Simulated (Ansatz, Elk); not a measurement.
# La2Mn2Cd: X-ray structure factors from the self-consistent density

Structure refinements treat a crystal as free atoms side by side. For a made-up structure of La2Mn2Cd (cell and positions from a PBE relaxation) the runs below show what the calculated density changes in F(hkl).

Method: DFT, PBE, all-electron APW+lo, Dirac cores, scalar-relativistic bands, static density, ferromagnetic start, in Elk 11.2.3 (patched build).

This account leaves out most program logs.

The structure was built from a prototype and need not be the compound's stable phase.

### 1. The structure

It takes space group Cmmm (No. 65, orthorhombic). The conventional cell has a = 4.198 Å, b = 14.653 Å, c = 4.083 Å, α = 90.00°, β = 90.00°, γ = 90.00°. La has 6 Mn at 3.08 to 3.16 Å nearest. Nearest to Cd lie 2 Mn at 2.94 Å. Nearest to Mn lie 2 Mn at 2.55 Å and 1 Cd at 2.94 Å and 6 La at 3.08 to 3.16 Å. Farther neighbours are not listed.

### 2. Ground state and structure factors

An all-electron density is needed, since X-rays see the cores too. Task 0 finds the density and task 195 Fourier-transforms it; tshift is off so that phases refer to the origin typed.

elk.in

```
tasks
  0
  195
  196

xctype
  20

spinpol
  .true.

rgkmax
  7.0

gmaxvr
  14.0

lmaxo
  7

lmaxapw
  8

swidth
  0.002

tshift
  .false.

ramdisk
  .false.

hmaxvr
  5.5

maxscl
  120

epspot
  1e-06

reducebf
  0.8

sppath
  './'

avec
  3.96640136976 -13.84521190031 -0.00000000000
  3.96640136976 13.84521190031 0.00000000000
  0.00000000000 0.00000000000 7.71520556965

atoms
  3
  'La.in'
  2
  0.3654448788 0.6345551212 0.5000000000   0.000000 0.000000 0.000000
  0.6345551212 0.3654448788 0.5000000000   0.000000 0.000000 0.000000
  'Cd.in'
  1
  -0.0000000000 0.0000000000 -0.0000000000   0.000000 0.000000 0.000000
  'Mn.in'
  2
  0.2007482906 0.7992517094 -0.0000000000   0.000000 0.000000 -0.145000
  0.7992517094 0.2007482906 -0.0000000000   0.000000 0.000000 -0.145000

ngridk
  5 5 5
```

Run with:

```console
> OMP_NUM_THREADS=4 elk
```

Wall time 6.3 min (4 threads of Arm Neoverse V1, shared host); peak memory 0.62 GiB.

SFACRHO.OUT:

```text

h k l indices transformed by vhmat matrix:
   1.000000000       0.000000000       0.000000000    
   0.000000000       1.000000000       0.000000000    
   0.000000000       0.000000000       1.000000000    

      h      k      l  multipl.   |H|            Re(F)            Im(F)           |F|

      0      0      0      1   0.0000000       212.00000      0.20393192E-16   212.00000    
     -1      1      0      2  0.45381648      -5.7761944      -0.0000000       5.7761944    
      0      0      1      2  0.81438988      -13.505469      0.11613209E-13   13.505469    
      0     -1      0      4  0.82391282      -10.120007      0.29399099E-14   10.120007    
      2     -2      0      2  0.90763296      -39.539676      -0.0000000       39.539676    
      1     -1      1      4  0.93229838       19.589638      -0.0000000       19.589638    
     -2      1      0      4   1.0443807       87.590087      -0.0000000       87.590087    
      1      0      1      8   1.1584745       114.68879      0.58798197E-14   114.68879    
     -2      2      1      4   1.2194378       142.56741     -0.11759639E-13   142.56741    
     -2      1     -1      8   1.3243723      -65.991240     -0.11759639E-13   65.991240    
     -3      3      0      2   1.3614494       80.507631     -0.29399099E-14   80.507631    
     -3      2      0      4   1.3836650       117.27459      -0.0000000       117.27459    
     -1     -1      0      2   1.5841022       157.33892      0.10482004E-15   157.33892    
      3     -3      1      4   1.5864348       16.382515      0.11759639E-13   16.382515    
     -2      3     -1      8   1.6055403       31.535384     -0.11805576E-13   31.535384    
      0      0      2      2   1.6287798       155.74378     -0.21121075E-13   155.74378    
      0      2      0      4   1.6478256      -2.2065660      -0.0000000       2.2065660    
      1     -1     -2      4   1.6908202      -2.2224629      0.58798197E-14   2.2224629
```

Elk indexes on the primitive cell of elk.in and gives |H| = 4π sin θ/λ in inverse bohr. Below, one row stands for each form hkl of the conventional cell (m members, Friedel mates merged), F is for one primitive cell and the density is static (no thermal factor). Free-atom factors are Waasmaier and Kirfel's, and R is Σm||F|−|F'||/Σm|F|.

```csv
hkl,m,sin θ/λ (Å⁻¹),"abs F, DFT",neutral atoms,diff.
020,2,0.068,5.776,5.283,+0.493
001,2,0.122,13.505,13.715,-0.209
110,4,0.124,10.120,10.053,+0.067
040,2,0.137,39.540,39.423,+0.117
021,4,0.140,19.590,19.891,-0.301
130,4,0.157,87.590,87.698,-0.108
111,8,0.174,114.689,114.841,-0.152
041,4,0.183,142.567,142.684,-0.117
131,8,0.199,65.991,65.979,+0.013
060,2,0.205,80.508,80.948,-0.441
150,4,0.208,117.275,117.623,-0.348
200,2,0.238,157.339,157.751,-0.412
061,4,0.239,16.383,16.521,-0.138
151,8,0.241,31.535,32.049,-0.514
```

### 3. The magnetisation density

The same run holds the spin density, and task 196 transforms it. The order is that of the start, and no other was tried.

SFACMAG_1.OUT:

```text

h k l indices transformed by vhmat matrix:
   1.000000000       0.000000000       0.000000000    
   0.000000000       1.000000000       0.000000000    
   0.000000000       0.000000000       1.000000000    

      h      k      l  multipl.   |H|            Re(F)            Im(F)           |F|

      0      0      0      1   0.0000000       5.3290218     -0.51553419E-17   5.3290218    
     -1      1      0      2  0.45381648      -4.4202038      -0.0000000       4.4202038    
      0      0      1      2  0.81438988       5.5164457      0.13768963E-16   5.5164457    
      0     -1      0      4  0.82391282       1.7416513      -0.0000000       1.7416513    
      2     -2      0      2  0.90763296       1.4782501      -0.0000000       1.4782501    
      1     -1      1      4  0.93229838      -4.0945495      0.18374437E-15   4.0945495    
     -2      1      0      4   1.0443807      -3.9210288      -0.0000000       3.9210288    
      1      0      1      8   1.1584745       1.3626713      0.36748873E-15   1.3626713    
     -2      2      1      4   1.2194378       1.2918242      -0.0000000       1.2918242    
     -2      1     -1      8   1.3243723      -3.2126711      0.18374437E-15   3.2126711    
     -3      3      0      2   1.3614494       1.3876457     -0.36748873E-15   1.3876457    
     -3      2      0      4   1.3836650       3.8099532      0.11484023E-16   3.8099532    
     -1     -1      0      2   1.5841022       3.3300572      0.70539866E-17   3.3300572    
      3     -3      1      4   1.5864348      0.88250955      0.18374437E-15  0.88250955    
     -2      3     -1      8   1.6055403       3.2101640      0.11484023E-16   3.2101640    
      0      0      2      2   1.6287798       3.0375513      0.36088815E-16   3.0375513
```

The total moment is 5.33 μB a cell; sphere moments: La1 -0.19, La2 -0.19, Cd3 -0.02, Mn4 +2.96, Mn5 +2.96 μB. Polarised neutrons measure spin and orbital magnetisation together; without spin-orbit coupling the run gives the spin part:

```csv
hkl,sin θ/λ (Å⁻¹),abs F_M (μB)
020,0.068,4.420
001,0.122,5.516
110,0.124,1.742
040,0.137,1.478
021,0.140,4.095
130,0.157,3.921
111,0.174,1.363
041,0.183,1.292
131,0.199,3.213
060,0.205,1.388
150,0.208,3.810
200,0.238,3.330
061,0.239,0.882
151,0.241,3.210
```

### 4. The highest occupied states alone

An energy window below the Fermi level keeps the highest occupied states, to see at which angles they scatter; shallow core shells can lie inside it and anion s states outside. No new self-consistency is needed.

Changes to elk.in since step 2:

```diff
@@ -1,5 +1,3 @@
 tasks
-  0
   195
-  196
 
@@ -44,2 +42,5 @@
 
+wsfac
+  -0.287170 0.564070
+
 sppath
```

Run with:

```console
> OMP_NUM_THREADS=4 elk
```

It took 22 s on 4 threads; peak memory 0.31 GiB.

States within 15 eV below the Fermi level hold 32.00 electrons; any levels below the window count with the cores. Their amplitudes can exceed the total, where window and core parts have opposite phase:

```csv
hkl,sin θ/λ (Å⁻¹),"abs F, window","abs F, all"
020,0.068,0.051,5.776
001,0.122,17.237,13.505
110,0.124,10.785,10.120
040,0.137,10.236,39.540
021,0.140,0.896,19.590
130,0.157,1.349,87.590
111,0.174,8.863,114.689
041,0.183,8.682,142.567
131,0.199,0.585,65.991
060,0.205,6.972,80.508
```

### 5. Another functional

The difference from free atoms is small, so it is set against the change that PBEsol makes.

Changes to elk.in since step 4:

```diff
@@ -1,6 +1,8 @@
 tasks
+  0
   195
+  196
 
 xctype
-  20
+  22
 
@@ -42,5 +44,2 @@
 
-wsfac
-  -0.287170 0.564070
-
 sppath
```

Run with:

```console
> OMP_NUM_THREADS=4 elk
```

Wall time 7 min (4 threads); peak memory 0.65 GiB; 25 min of CPU time.

Against the first run R = 0.02 %; the largest change is -0.034 at 200. The moment goes from 5.33 to 5.32 μB.

### 6. Basis size

The basis and the expansions that go with it are enlarged, to see whether the differences are converged.

Changes to elk.in since step 5:

```diff
@@ -6,3 +6,3 @@
 xctype
-  22
+  20
 
@@ -12,12 +12,12 @@
 rgkmax
-  7.0
+  8.5
 
 gmaxvr
-  14.0
+  18.0
 
 lmaxo
-  7
+  9
 
 lmaxapw
-  8
+  10
```

Run with:

```console
> OMP_NUM_THREADS=4 elk
```

Run time: 13 min. Hardware: 4 threads; peak memory 0.9 GiB.

### 7. Settings against the effect

```csv
run,R against the first run (%),"R against neutral atoms, low angle (%)",wall time
"PBE, rgkmax 7",0.00,0.36,6.3 min
PBEsol,0.02,0.37,7 min
```

### 8. What came out

| Quantity | Value |
| --- | --- |
| R against neutral atoms, sin θ/λ < 0.3 Å⁻¹ | 0.36 % |
| R against neutral atoms, 0.3 to 0.60 Å⁻¹ | 0.10 % |

**Reading.** Independent neutral atoms miss the calculated amplitudes by R = 0.36 % below 0.3 Å⁻¹ and 0.10 % from there to 0.60 Å⁻¹; by shells, 1.32 % below 0.15 Å⁻¹ (5 forms), 0.32 % 0.15 to 0.3 (22 forms), 0.07 % 0.3 to 0.45 (45 forms), 0.12 % above 0.45 (77 forms). Bonding, aspherical density and the tables' own atoms all enter these figures, and the runs don't part them. The largest change of an amplitude is -0.51 electrons, at 151. The magnetic order is that of the start. No other order was tried here, and an antiferromagnetic one would change or move the magnetic intensity. The window's part falls from 32.0 electrons at the origin to at most 2.00 between 0.45 and 0.60 Å⁻¹, where compact states inside the window still scatter. Below 0.3 Å⁻¹ the changes that finished (PBEsol) move F by R = 0.02 % at most, against the 0.36 % that separates it from free atoms. The magnetic factors move by R = 1.7 % (PBEsol). The basis has no finished test. The k-mesh has no finished test. Part of the difference isn't bonding: the tables are fits to free atoms and ions calculated by other methods than this functional. Thermal motion, anomalous dispersion and extinction are left out.

[Logs are printed without paths, hosts, clocks, repeated set-up lines and the standing remarks that a program may print on its own settings, such as how far it seeks lower states.]

[Hosts, paths, dates, database ids (printed as entryN), source tags and the programs' standing remarks are cut or masked in the printed files.]
